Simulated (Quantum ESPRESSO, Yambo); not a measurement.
An input for Yambo 5.3.0 (TiO2 (Rutile)):

```
optics
bss
bse
em1s
dipoles
rim_cut
RandQpts= 1000000
RandGvec= 1 RL
Chimod= "HARTREE"
BSKmod= "SEX"
BSEmod= "resonant"
BSSmod= "h"
BSENGexx= 30 Ry
BSENGBlk= 6 Ry
% BSEQptR
 1 | 1 |
%
% BSEBands
 16 | 30 |
%
% BEnRange
 0 | 8 | eV
%
% BDmRange
 0.1 | 0.1 | eV
%
BEnSteps= 161
% BLongDir
 0 | 0 | 1 |
%
% BndsRnXs
 1 | 66 |
%
NGsBlkXs= 6 Ry
% LongDrXs
 1 | 1 | 1 |
%
% KfnQP_E
 1.44 | 1.0 | 1.0 |
%
BSHayTrs= -0.02
```

```sh
OMP_NUM_THREADS=1 mpirun -n 4 yambo -F bse5.in -J bse5,bse3_W -C bse5 > bse5.log
```

The stored states that it reads are on a 4×4×6 mesh. It takes space group P4_2/mnm (No. 136, tetragonal). The conventional cell has a = 4.592 Å, b = 4.592 Å, c = 2.957 Å, α = 90.00°, β = 90.00°, γ = 90.00°. Nearest to Ti lie 6 O at 1.95 to 1.98 Å. O has 3 Ti at 1.95 to 1.98 Å nearest. Farther neighbours and most contacts between anions are not listed.

Q: How long will it take on 4 MPI ranks of Arm Neoverse V1, shared host, and how much memory?

It took 92 s; on shared hardware allow 46 s to 3.1 min. Peak host memory was 1.6 GiB.

The kernel grows as the square of the matrix size, and full diagonalisation as its cube.

[Paths, hosts, dates, memory and timing lines, banners, echoed tables and standing remarks are left out of the program output.]

[Logs are printed without paths, hosts, clocks, repeated set-up lines and the standing remarks that a program may print on its own settings, such as how far it seeks lower states.]

[Runs of the session that timed out or met a known fault of the program may be left out.]

[Hosts, paths, dates, database ids (printed as entryN), source tags and the programs' standing remarks are cut or masked in the printed files.]
